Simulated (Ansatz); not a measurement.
# A hop of O in AlBO3 (R-3c), charge +2, part 3 of 3

Wanted: path and barrier of a jump of O in AlBO3 (R-3c) at charge +2. The case: V_O hop (2.7 Å), in a cell of 80 host atoms with 1 O taken out.

Ansatz 0.2.0; plane-wave PAW DFT, PBEsol; nudged elastic band between two relaxed defect structures at fixed charge in a uniform background.

So far. Step 3 (Relaxation of the end point, charge +2): Among the atoms that came to bonding distance: B52–O76 1.50 Å (from 2.81).

### 4. Nudged elastic band, charge +2 (continued)

The path, image by image:

| image | path (Å) | energy (eV) | O16: x, y, z (Å) |
| --- | --- | --- | --- |
| 0 | 0.000 | 0.0000 | 0.818, -1.218, 12.632 |
| 1 | 0.989 | 1.5574 | 0.897, -0.463, 12.494 |
| 2 | 1.978 | 3.1124 | 0.731, 0.258, 12.262 |
| 3 | 3.451 | 1.3463 | 0.656, 1.159, 12.467 |
| 4 | 4.925 | 0.0000 | 0.715, 1.329, 12.663 |

Numbers from this step:

```
free energy      : -37306.9553 eV
barrier forward  : 3.112 eV
barrier backward : 3.112 eV
end less start   : -1.65e-5 eV
hop length       : 2.549 Å
```

Track of the atom that was set to move:

| image | x (Å) | y (Å) | z (Å) | nearest neighbour | distance (Å) |
| --- | --- | --- | --- | --- | --- |
| 0 | 0.818 | -1.218 | 12.63 | B | 1.389 |
| 1 | 0.897 | -0.463 | 12.49 | B | 1.49 |
| 2 | 0.731 | 0.258 | 12.26 | B | 1.582 |
| 3 | 0.656 | 1.159 | 12.47 | B | 1.625 |
| 4 | 0.715 | 1.329 | 12.66 | B | 1.386 |

The band met its tolerance of 0.04 eV/Å after 27 iterations, with image 2 on top (the start counts as 0). O16, which moves farthest between the ends, has 1 B at 1.39 Å nearest at the start and 1 B at 1.58 Å and 1 Al at 1.82 Å at the top. In at least one step between neighbouring images a covalent bond changes partner or an atom goes far. The images sample such a step coarsely, so the top may lie higher.

### 5. What came out

- barrier forward: 3.11 eV (in doubt, see below)
- barrier backward: 3.11 eV
- end less start: 0.00 eV
- hop length: 2.55 Å
- band iterations, as the log counts them: 27

What this shows: The top of the band lies 3.11 eV above the start and 3.11 eV above the end. In at least one step between neighbouring images a covalent bond changes partner or an atom goes far. The images sample such a step coarsely, so the top may lie higher. The order of the top as a saddle was not checked for all atoms, so a bent path could be lower. No image-charge correction is applied; it largely cancels along a path if the charge stays localised alike. What this leaves open: one k-point off the zone centre stands for the whole zone; periodic copies of the defect are only 9.0 Å apart.

[Logs are printed without paths, hosts, clocks, repeated set-up lines and the standing remarks that a program may print on its own settings, such as how far it seeks lower states.]

[Hosts, paths, dates, database ids (printed as entryN), source tags and the programs' standing remarks are cut or masked in the printed files.]
